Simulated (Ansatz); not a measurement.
# Ge wire along [100], 69 atoms a period, H-terminated: bands by functional

Wanted: the relaxed geometry and the bands of the Ge wire along [100], 69 atoms a period, H-terminated.

Program: Ansatz 0.2.0. Level of theory: DFT PBE, plane waves, PAW; relaxation of a wire's period; PAW set soft_1, in the first sound run; inputs show where later runs differ. Results are calculated unless marked as measured.

This is a report of a sequence of runs, with most program output left out.

## 1. The structure

The cell holds 105 atoms: 69 Ge and 36 H. Its edges and angles: a = 25.881 Å, b = 25.881 Å, c = 5.760 Å, α = 90.0°, β = 90.0°, γ = 90.0°. Vacuum lies along a and b. The structure's axis is c.

## 2. The relaxed wire

Band widths follow the bond lengths, so the wire is relaxed first. The atoms and the third cell vector are free; the box across stays fixed as vacuum. A Fermi-Dirac smearing is set since the result may be a metal. The pressure printed is a third of the stress's trace over the whole box, vacuum included; only the stress along the axis is relaxed.

The input, input.yaml:

```yaml
crystal:
  lattice:
    - [25.881, 0.0, 0.0]
    - [0.0, 25.881, 0.0]
    - [0.0, 0.0, 5.76]
  atoms:
    - { symbol: Ge, position: [0.166170798, 0.388727886, 0.0] }
    - { symbol: Ge, position: [0.166170798, 0.611284974, 0.0] }
    - { symbol: Ge, position: [0.277449342, 0.277449342, 0.0] }
    - { symbol: Ge, position: [0.277449342, 0.50000643, 0.0] }
    - { symbol: Ge, position: [0.277449342, 0.722563518, 0.0] }
    - { symbol: Ge, position: [0.388727886, 0.166170798, 0.0] }
    - { symbol: Ge, position: [0.388727886, 0.388727886, 0.0] }
    - { symbol: Ge, position: [0.388727886, 0.611284974, 0.0] }
    - { symbol: Ge, position: [0.388727886, 0.833842063, 0.0] }
    - { symbol: Ge, position: [0.50000643, 0.277449342, 0.0] }
    - { symbol: Ge, position: [0.50000643, 0.50000643, 0.0] }
    - { symbol: Ge, position: [0.50000643, 0.722563518, 0.0] }
    - { symbol: Ge, position: [0.611284974, 0.166170798, 0.0] }
    - { symbol: Ge, position: [0.611284974, 0.388727886, 0.0] }
    - { symbol: Ge, position: [0.611284974, 0.611284974, 0.0] }
    - { symbol: Ge, position: [0.611284974, 0.833842063, 0.0] }
    - { symbol: Ge, position: [0.722563518, 0.277449342, 0.0] }
    - { symbol: Ge, position: [0.722563518, 0.50000643, 0.0] }
    - { symbol: Ge, position: [0.722563518, 0.722563518, 0.0] }
    - { symbol: Ge, position: [0.833842063, 0.388727886, 0.0] }
    - { symbol: Ge, position: [0.833842063, 0.611284974, 0.0] }
    - { symbol: H, position: [0.131370503, 0.353927592, 0.156365698] }
    - { symbol: H, position: [0.131370503, 0.57648468, 0.156365698] }
    - { symbol: H, position: [0.242649048, 0.242649048, 0.156365698] }
    - { symbol: H, position: [0.353927592, 0.131370503, 0.156365698] }
    - { symbol: H, position: [0.423528181, 0.868642357, 0.156365698] }
    - { symbol: H, position: [0.57648468, 0.131370503, 0.156365698] }
    - { symbol: H, position: [0.646085269, 0.868642357, 0.156365698] }
    - { symbol: H, position: [0.757363813, 0.757363813, 0.156365698] }
    - { symbol: H, position: [0.868642357, 0.423528181, 0.156365698] }
[... 69 atom lines left out ...]
    - { symbol: H, position: [0.423528181, 0.131370503, 0.843634302] }
    - { symbol: H, position: [0.57648468, 0.868642357, 0.843634302] }
    - { symbol: H, position: [0.646085269, 0.131370503, 0.843634302] }
    - { symbol: H, position: [0.757363813, 0.242649048, 0.843634302] }
    - { symbol: H, position: [0.868642357, 0.353927592, 0.843634302] }
    - { symbol: H, position: [0.868642357, 0.57648468, 0.843634302] }
kpoints:
  mp_grid: { grid: [1, 1, 14] }
scf:
  occupations: { method: fermi_dirac, width: 0.05 }
hamiltonian:
  xc: pbe
  pseudopotentials: { kind: paw, azcp: { folder: soft_1 } }
relax:
  cell: { fix: [a, b, alpha, beta, gamma] }
  max_steps: 45
  f_tol: 0.03
```

The run is started by

```console
> ansatz run input.yaml --threads 16 --pin off --max-ram 61440MiB --backend cuda --events-out ev --progress --plain --runs-dir out --max-vram 78GiB
```

The job ended after 46 s (1 × NVIDIA GB200 with 16 threads of Arm Neoverse V2, shared host; peak memory 2.2 GiB; 3.4 min of CPU time).

Relaxation path:

```csv
step,energy less that of the first step (eV),largest force component (eV/Å),pressure (GPa),volume (Å³)
1,0.0000,0.2909,-0.26,3858.20
2,-0.6517,0.1569,-0.16,3877.50
3,-0.8256,0.1127,-0.06,3873.88
4,-1.0404,0.1312,-0.01,3869.46
5,-1.1332,0.0816,-0.01,3871.53
6,-1.1624,0.0295,-0.01,3868.59
7,-1.1644,0.0294,-0.01,3868.59
```

Forces are held to the 8 operations that the run works with; a distortion that breaks them can't arise in this run.

```csv
cell as run,before,after,change
c (Å),5.760,5.776,+0.3 %
```

The atoms that moved most (Å, along periodic axes as changes of fractional coordinates times the final cell, across vacuum about the mean position):

```csv
atom,dx,dy,dz,length
H26,-0.395,0.245,-0.444,0.643
H30,0.245,-0.395,-0.444,0.643
H100,-0.395,-0.245,0.444,0.643
H96,-0.245,-0.395,0.444,0.643
H105,0.245,0.395,0.444,0.643
H101,0.395,0.245,0.444,0.643
H23,-0.245,0.395,-0.444,0.643
H27,0.395,-0.245,-0.444,0.643
```

Numbers from this step:

```
cell length along the wire : 5.776 Å
```

The cell's length comes to 5.776 Å with spin left out.

## 3. The wire at its relaxed period

This step: DFT PBE, plane waves, PAW; bands of a perfect wire; PAW set soft_1 (Ansatz 0.2.0).

At the relaxed period the bands are computed along the axis; those that cross an energy going forward count the channels that a perfect wire would open there.

The input, input.yaml:

```yaml
crystal:
  lattice:
    - [25.881, 0.0, 0.0]
    - [0.0, 25.881, 0.0]
    - [0.0, 0.0, 5.7755188235]
  atoms:
    - { symbol: Ge, position: [0.169350949, 0.382213853, 0.033841259] }
    - { symbol: Ge, position: [0.169350949, 0.617786147, 0.966158741] }
    - { symbol: Ge, position: [0.279575323, 0.279575323, 0.995317108] }
    - { symbol: Ge, position: [0.277325772, 0.5, 0.0] }
    - { symbol: Ge, position: [0.279575323, 0.720424677, 0.004682892] }
    - { symbol: Ge, position: [0.382213853, 0.169350949, 0.033841259] }
    - { symbol: Ge, position: [0.388845049, 0.388845049, 0.00371764] }
    - { symbol: Ge, position: [0.388845049, 0.611154951, 0.99628236] }
    - { symbol: Ge, position: [0.382213853, 0.830649051, 0.966158741] }
    - { symbol: Ge, position: [0.5, 0.277325772, 0.0] }
    - { symbol: Ge, position: [0.5, 0.5, 0.0] }
    - { symbol: Ge, position: [0.5, 0.722674228, 0.0] }
    - { symbol: Ge, position: [0.617786147, 0.169350949, 0.966158741] }
    - { symbol: Ge, position: [0.611154951, 0.388845049, 0.99628236] }
    - { symbol: Ge, position: [0.611154951, 0.611154951, 0.00371764] }
    - { symbol: Ge, position: [0.617786147, 0.830649051, 0.033841259] }
    - { symbol: Ge, position: [0.720424677, 0.279575323, 0.004682892] }
    - { symbol: Ge, position: [0.722674228, 0.5, 0.0] }
    - { symbol: Ge, position: [0.720424677, 0.720424677, 0.995317108] }
    - { symbol: Ge, position: [0.830649051, 0.382213853, 0.966158741] }
    - { symbol: Ge, position: [0.830649051, 0.617786147, 0.033841259] }
    - { symbol: H, position: [0.148565149, 0.342184835, 0.210879276] }
    - { symbol: H, position: [0.12190478, 0.591723803, 0.079471639] }
    - { symbol: H, position: [0.244501279, 0.244501279, 0.148009297] }
    - { symbol: H, position: [0.342184835, 0.148565149, 0.210879276] }
    - { symbol: H, position: [0.408276197, 0.87809522, 0.079471639] }
    - { symbol: H, position: [0.591723803, 0.12190478, 0.079471639] }
    - { symbol: H, position: [0.657815165, 0.851434851, 0.210879276] }
    - { symbol: H, position: [0.755498721, 0.755498721, 0.148009297] }
    - { symbol: H, position: [0.87809522, 0.408276197, 0.079471639] }
[... 69 atom lines left out ...]
    - { symbol: H, position: [0.408276197, 0.12190478, 0.920528361] }
    - { symbol: H, position: [0.591723803, 0.87809522, 0.920528361] }
    - { symbol: H, position: [0.657815165, 0.148565149, 0.789120724] }
    - { symbol: H, position: [0.755498721, 0.244501279, 0.851990703] }
    - { symbol: H, position: [0.851434851, 0.342184835, 0.789120724] }
    - { symbol: H, position: [0.87809522, 0.591723803, 0.920528361] }
kpoints:
  mp_grid: { grid: [1, 1, 14] }
  band_path: { path: ["Γ", Z], npoints: 90 }
scf:
  occupations: { method: fermi_dirac, width: 0.05 }
hamiltonian:
  xc: pbe
  pseudopotentials: { kind: paw, azcp: { folder: soft_1 } }
output:
  dos: { e_range: [-5, 4] }
  write_potential: true
  write_density: true
  volumetric_format: npy
```

Elapsed: 100 s, on 1 × NVIDIA GB200 with 16 threads; peak memory 7.7 GiB; 8.2 min of CPU time.

Numbers from this step:

```yaml
band_gap: 1.355 eV
```

The electronic bands at the labelled points (eV, zero at the Fermi level; v1 is the highest filled band, c1 the lowest empty one):

```csv
point,v4,v3,v2,v1,c1,c2,c3,c4
Γ,-0.78,-0.78,-0.78,-0.66,0.74,0.97,0.97,1.06
halfway,-1.01,-0.96,-0.86,-0.86,1.01,1.04,1.08,1.08
Z,-1.52,-1.52,-1.52,-1.47,0.69,0.72,0.72,0.73
```

The gap is 1.35 eV, with spin left out.

The path shows an indirect gap of 1.35 eV (valence top at Γ, conduction bottom at Z). The least direct gap is 1.41 eV.

## 4. Another level of theory, cutoff 500 eV, k-mesh 1×1×11

This step: DFT r2SCAN, plane waves, PAW; bands of a perfect wire at the PBE geometry; PAW set soft_1 (Ansatz 0.2.0).

The atoms stay at the PBE geometry and the functional changes. r2SCAN also reads the kinetic-energy density; it often gives larger moments and wider gaps than PBE, at a higher cost. Against the first PBE run of this kind, the cutoff is 500 eV against 420 and the mesh along the wire has 11 points against 14.

Changes to input.yaml since step 3:

```diff
@@ -44,3 +44,3 @@
 kpoints:
-  mp_grid: { grid: [1, 1, 14] }
+  mp_grid: { grid: [1, 1, 11] }
   band_path: { path: ["Γ", Z], npoints: 90 }
@@ -49,8 +49,3 @@
 hamiltonian:
-  xc: pbe
+  xc: r2scan
   pseudopotentials: { kind: paw, azcp: { folder: soft_1 } }
-output:
-  dos: { e_range: [-5, 4] }
-  write_potential: true
-  write_density: true
-  volumetric_format: npy
```

The job ended after 1.9 min (1 × NVIDIA GB200 with 16 threads; peak memory 6.2 GiB; 8.5 min of CPU time).

Numbers from this step:

| Item | Value |
| --- | --- |
| band gap | 1.645 eV |

The electronic bands at the labelled points (eV, zero at the Fermi level; v1 is the highest filled band, c1 the lowest empty one):

```csv
point,v4,v3,v2,v1,c1,c2,c3,c4
Γ,-0.94,-0.92,-0.92,-0.81,0.95,1.06,1.06,1.16
halfway,-1.18,-1.11,-1.02,-1.02,1.16,1.19,1.23,1.23
Z,-1.72,-1.72,-1.72,-1.67,0.84,0.86,0.86,0.87
```

The gap is 1.64 eV, against 1.35 eV under PBE at the relaxed period.

## 5. Outcome

| Item | Value |
| --- | --- |
| cell length, PBE | 5.776 Å |
| gap, PBE | 1.35 eV |
| gap, r2SCAN | 1.64 eV |

**Reading.** Under PBE the cell's length is 5.78 Å, and a gap of 1.35 eV makes it a semiconductor. At the relaxed period the wire is gapped under every functional, from 1.35 eV (PBE) to 1.64 eV (r2SCAN). Weak screening in one dimension makes quasiparticle gaps larger than the semilocal gaps, as a rule.

[Logs are printed without paths, hosts, clocks, repeated set-up lines and the standing remarks that a program may print on its own settings, such as how far it seeks lower states.]

[Hosts, paths, dates, database ids (printed as entryN), source tags and the programs' standing remarks are cut or masked in the printed files.]
